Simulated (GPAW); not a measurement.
# Al2O2 monolayer: work function by functional and basis, part 2 of 2

How far do functional and basis move the work function of Al2O2 monolayer? Where a layer proves gapped, the work function hangs on where the smearing puts the Fermi level, and the band edges take its place.

GPAW 26.7.0; GPAW, PAW setups; layer in a repeated cell with vacuum, relaxation of atoms and in-plane cell (the session's first sound run).

So far, upper work function (eV): step 3 (plane waves, PBE) 4.43; step 4 (revPBE) 4.29; step 5 (GPAW, PAW setups) 4.89.

### 6. Self-consistent run: xc = "RPBE"

The same geometry under RPBE, to see how far the functional moves the levels against the vacuum.

File run.py:

```python
import json
import numpy as np
from ase import Atoms
from gpaw import GPAW, PW

slab = Atoms(
    ['O', 'Al', 'Al', 'O'],
    positions=[
        [0.00000, 1.70212, 9.00000],
        [0.00000, 0.00000, 9.68085],
        [-0.00000, -0.00000, 12.30588],
        [0.00000, 1.70212, 12.98674]],
    cell=[[2.94816, -0.0, 0.0], [-1.47408, 2.55318, 0.0], [0.0, 0.0, 21.9867]],
    pbc=[True, True, False])

slab.calc = GPAW(mode=PW(500), xc='RPBE', kpts={'size': (12, 12, 1), 'gamma': True},
                 occupations={'name': 'fermi-dirac', 'width': 0.05}, nbands='200%',
                 convergence={'density': 1e-05}, maxiter=200,
                 poissonsolver={'dipolelayer': 'xy'},
                 symmetry={'tolerance': 1e-3}, txt='slab.txt')
result = {}
energy = slab.get_potential_energy()
fermi = slab.calc.get_fermi_level()
v = slab.calc.get_electrostatic_potential().mean((0, 1)) - fermi
n = slab.calc.get_pseudo_density().mean((0, 1))
L = slab.cell[2, 2]
z = np.arange(len(v)) * L / len(v)
low, high = slab.positions[:, 2].min(), slab.positions[:, 2].max()
below, above = np.interp([low - 6.8, high + 6.8], z, v)
slopes = [np.interp(x, z, np.gradient(v, z)) for x in (low - 6.8, high + 6.8)]
eps = np.array([[slab.calc.get_eigenvalues(k, s) for k in range(len(slab.calc.get_ibz_k_points()))]
                for s in range(slab.calc.get_number_of_spins())]) - fermi
top, bottom = eps[eps < 0].max(), eps[eps > 0].min()
dipole = slab.get_dipole_moment()[2]
print(f'energy {energy:.4f} eV, Fermi level {fermi:.4f} eV, dipole {dipole:.5f} e A')
print(f'potential 6.8 A off the faces, from the Fermi level: lower {below:.4f} eV, upper {above:.4f} eV')
print(f'slope of the potential there: lower {slopes[0]:.5f}, upper {slopes[1]:.5f} eV/A')
print(f'nearest levels on the mesh: {top:.4f} and {bottom:.4f} eV')
print('magnetic moment', round(slab.get_magnetic_moment(), 3))
result.update(energy=energy, fermi=fermi, dipole=dipole, below=below, above=above, slopes=slopes, edges=[top, bottom],
              z=z.tolist(), v=v.tolist(), n=n.tolist(), positions=slab.positions.tolist(),
              forces=slab.get_forces(apply_constraint=False).tolist(), moments=slab.get_magnetic_moments().tolist())
json.dump(result, open('result.json', 'w'))
```

Run with:

```console
$ OMP_NUM_THREADS=1 OPENBLAS_NUM_THREADS=1 python run.py
```

Elapsed: 20 s, on 1 thread of Arm Neoverse V1, shared host; peak memory 0.2 GiB.

Numbers from this step:

- levels nearest the Fermi level on the mesh: -0.6057, 0.6283 eV from the Fermi level
- upper work function: 4.291 eV
- lower work function: 4.299 eV
- upper ionisation energy: 4.897 eV

The electrostatic potential energy of an electron (without an applied field's), less the Fermi level, planar mean by z:

```
z (Å)  electrostatic potential energy of an electron (without an applied field's), less the Fermi level, planar mean (eV)
    0                                                                                                                4.30
    1                                                                                                                4.30
    2                                                                                                                4.30
    3                                                                                                                4.30
    4                                                                                                                4.30
    5                                                                                                                4.30
    6                                                                                                                4.29
    7                                                                                                                4.26
    8                                                                                                                3.39
    9                                                                                                               -16.9
   10                                                                                                               -11.8
   11                                                                                                                1.25
   12                                                                                                               -12.1
   13                                                                                                               -16.7
   14                                                                                                                3.42
   15                                                                                                                4.25
   16                                                                                                                4.29
   17                                                                                                                4.29
   18                                                                                                                4.29
   19                                                                                                                4.29
   20                                                                                                                4.29
   21                                                                                                                4.29
```

The highest filled level lies 0.606 eV under the Fermi level, so the ionisation energy from the upper face is 4.291 + 0.606 = 4.897 eV, against 5.036 eV in the base run.

### 7. OptPBE vdW: xc = "optPBE-vdW"

The same geometry under optPBE-vdW, to see how far the functional moves the levels against the vacuum (the van der Waals functionals take revPBE setups).

run.py: that of step 6 with these lines changed.

```diff
@@ -15,3 +15,3 @@
 
-slab.calc = GPAW(mode=PW(500), xc='RPBE', kpts={'size': (12, 12, 1), 'gamma': True},
+slab.calc = GPAW(mode=PW(500), xc='optPBE-vdW', kpts={'size': (12, 12, 1), 'gamma': True},
                  occupations={'name': 'fermi-dirac', 'width': 0.05}, nbands='200%',
```

Elapsed: 28 s, on 1 thread; peak memory 0.36 GiB.

Numbers from this step:

```yaml
levels_nearest_the_fermi_level_on_the_mesh: -0.6882, 0.7102 eV from the Fermi level
upper_work_function: 4.653 eV
lower_work_function: 4.661 eV
upper_ionisation_energy: 5.341 eV
```

The highest filled level lies 0.688 eV under the Fermi level, so the ionisation energy from the upper face is 4.653 + 0.688 = 5.341 eV, against 5.036 eV in the base run.

### 8. Self-consistent run: xc = "LDA"

The same geometry under LDA, to see how far the functional moves the levels against the vacuum.

run.py: that of step 7 with these lines changed.

```diff
@@ -15,3 +15,3 @@
 
-slab.calc = GPAW(mode=PW(500), xc='optPBE-vdW', kpts={'size': (12, 12, 1), 'gamma': True},
+slab.calc = GPAW(mode=PW(500), xc='LDA', kpts={'size': (12, 12, 1), 'gamma': True},
                  occupations={'name': 'fermi-dirac', 'width': 0.05}, nbands='200%',
```

It took 19 s on 1 thread; peak memory 0.19 GiB.

Numbers from this step:

| Item | Value |
| --- | --- |
| levels nearest the Fermi level on the mesh | -0.5978, 0.6193 eV from the Fermi level |
| upper work function | 4.731 eV |
| lower work function | 4.739 eV |
| upper ionisation energy | 5.329 eV |

The highest filled level lies 0.598 eV under the Fermi level, so the ionisation energy from the upper face is 4.731 + 0.598 = 5.329 eV, against 5.036 eV in the base run.

### 9. Real-space grid: mode = "fd"

A real-space grid is a second complete basis, so it checks the plane-wave result.

run.py: that of step 8 with these lines changed.

```diff
@@ -3,3 +3,3 @@
 from ase import Atoms
-from gpaw import GPAW, PW
+from gpaw import GPAW
 
@@ -15,3 +15,3 @@
 
-slab.calc = GPAW(mode=PW(500), xc='LDA', kpts={'size': (12, 12, 1), 'gamma': True},
+slab.calc = GPAW(mode='fd', h=0.18, xc='PBE', kpts={'size': (12, 12, 1), 'gamma': True},
                  occupations={'name': 'fermi-dirac', 'width': 0.05}, nbands='200%',
```

Elapsed: 66 s, on 1 thread; peak memory 0.42 GiB.

This step gave:

| Quantity | Value |
| --- | --- |
| dipole along the normal | 3.27e-4 e·Å |
| levels nearest the Fermi level on the mesh | -0.6087, 0.6308 eV from the Fermi level |
| upper work function | 4.426 eV |
| lower work function | 4.434 eV |
| upper ionisation energy | 5.035 eV |

Table of electrostatic potential energy of an electron (without an applied field's), less the Fermi level, planar mean by z:

```csv
z (Å),"electrostatic potential energy of an electron (without an applied field's), less the Fermi level, planar mean (eV)"
0.0,4.43
0.5,4.43
1.0,4.43
1.5,4.43
2.0,4.43
2.5,4.43
3.0,4.43
3.5,4.43
4.0,4.43
4.5,4.43
5.0,4.43
5.5,4.43
6.0,4.43
6.5,4.43
7.0,4.40
7.5,4.27
8.0,3.54
8.5,-0.985
9.0,-16.7
9.5,-16.4
10.0,-11.7
10.5,-2.02
11.0,1.34
11.5,-2.20
12.0,-12.0
12.5,-16.3
13.0,-16.4
13.5,-0.760
14.0,3.58
14.5,4.27
15.0,4.40
15.5,4.42
16.0,4.42
16.5,4.43
17.0,4.43
17.5,4.43
18.0,4.43
18.5,4.43
19.0,4.43
19.5,4.43
20.0,4.43
20.5,4.43
21.0,4.43
21.5,4.43
```

The highest filled level lies 0.609 eV under the Fermi level, so the ionisation energy from the upper face is 4.426 + 0.609 = 5.035 eV, against 5.036 eV in the base run.

### 10. Atomic orbitals: mode = "lcao"

Atom-centred orbitals end a few angstrom from the surface, which tests how much the density's tail matters.

run.py: that of step 9 with these lines changed.

```diff
@@ -15,4 +15,4 @@
 
-slab.calc = GPAW(mode='fd', h=0.18, xc='PBE', kpts={'size': (12, 12, 1), 'gamma': True},
-                 occupations={'name': 'fermi-dirac', 'width': 0.05}, nbands='200%',
+slab.calc = GPAW(mode='lcao', basis='dzp', h=0.18, xc='PBE', kpts={'size': (12, 12, 1), 'gamma': True},
+                 occupations={'name': 'fermi-dirac', 'width': 0.05}, nbands='120%',
                  convergence={'density': 1e-05}, maxiter=200,
```

Run time: 2 min. Hardware: 1 thread; peak memory 0.26 GiB.

This step gave:

| Property | Result |
| --- | --- |
| levels nearest the Fermi level on the mesh | -0.6469, 0.6685 eV from the Fermi level |
| upper work function | 4.599 eV |
| lower work function | 4.607 eV |
| upper ionisation energy | 5.246 eV |

The highest filled level lies 0.647 eV under the Fermi level, so the ionisation energy from the upper face is 4.599 + 0.647 = 5.246 eV, against 5.036 eV in the base run.

### 11. The ladder

Times are for 1 thread of Arm Neoverse V1, shared host. Results by setting:

```
no.         run  upper ionisation energy (eV)   time  memory (GiB)
  1          pw                         5.036   19 s           0.2
  2      revPBE                         4.899   20 s           0.2
  3     vdW DF2                         5.733   74 s          0.36
  4        RPBE                         4.897   20 s           0.2
  5  optPBE vdW                         5.341   28 s          0.36
  6         LDA                         5.329   19 s          0.19
  7          fd                         5.035   66 s          0.42
  8        lcao                         5.246  2 min          0.26
```

### 12. Side by side

Results and costs are gathered.

This step: comparison of work functions, dipole and cost (GPAW 26.7.0).

Ladder, by row:

| step | code | work function, upper (eV) | work function, lower (eV) | dipole (e Å) | wall time (s) | peak memory (GiB) | threads |
| --- | --- | --- | --- | --- | --- | --- | --- |
| pw | GPAW | 4.429 | 4.437 | 3.22e-4 | 19.47 | 0.2 | 1 |
| revPBE | GPAW | 4.294 | 4.302 | 3.22e-4 | 20.33 | 0.2 | 1 |
| vdW-DF2 | GPAW | 4.887 | 4.895 | 3.22e-4 | 74.47 | 0.36 | 1 |
| RPBE | GPAW | 4.291 | 4.299 | 3.22e-4 | 20.41 | 0.2 | 1 |
| optPBE-vdW | GPAW | 4.653 | 4.661 | 3.22e-4 | 28.24 | 0.36 | 1 |
| LDA | GPAW | 4.731 | 4.739 | 3.22e-4 | 18.64 | 0.19 | 1 |
| fd | GPAW | 4.426 | 4.434 | 3.27e-4 | 65.56 | 0.42 | 1 |
| lcao | GPAW | 4.599 | 4.607 | 3.27e-4 | 120.4 | 0.26 | 1 |

### 13. Outcome

| Quantity | Value |
| --- | --- |
| work function, upper and lower face (Fermi level placed in the gap by the smearing) | 4.429 and 4.437 eV |
| ionisation energy from the upper face (highest filled level on the mesh) | 5.04 eV |
| electron affinity from the upper face (lowest empty Kohn-Sham level on the mesh) | 3.80 eV |
| dipole along the normal | 3.2e-4 e Å |

In words: With plane waves and PBE the ionisation energy from the upper face is 5.04 eV and the Kohn-Sham electron affinity 3.80 eV. The levels nearest the Fermi level on the mesh lie 1.24 eV apart, so the slab is gapped there: the smearing puts the Fermi level inside the gap, and from either face the ionisation energy is the work function plus 0.61 eV. Both are Kohn-Sham levels on the mesh, and semilocal gaps are too small, so the affinity tends to come out too large and the ionisation energy too small. Work functions of a gapped slab move with the place of the Fermi level in the gap; over the runs without a planted fault the highest filled level on the mesh lies 4.90 (RPBE) to 5.73 eV (vdW-DF2) under the upper vacuum level. The small printed dipole stands for a step of -7.7 meV from the lower to the upper face, and the probes find -7.9 meV; values this small are near the numerical noise of both. The layer's cell and atoms come from the relaxation; spin-orbit coupling and temperature are left out.

[Logs are printed without paths, hosts, clocks, repeated set-up lines and the standing remarks that a program may print on its own settings, such as how far it seeks lower states.]

[Hosts, paths, dates, database ids (printed as entryN), source tags and the programs' standing remarks are cut or masked in the printed files.]
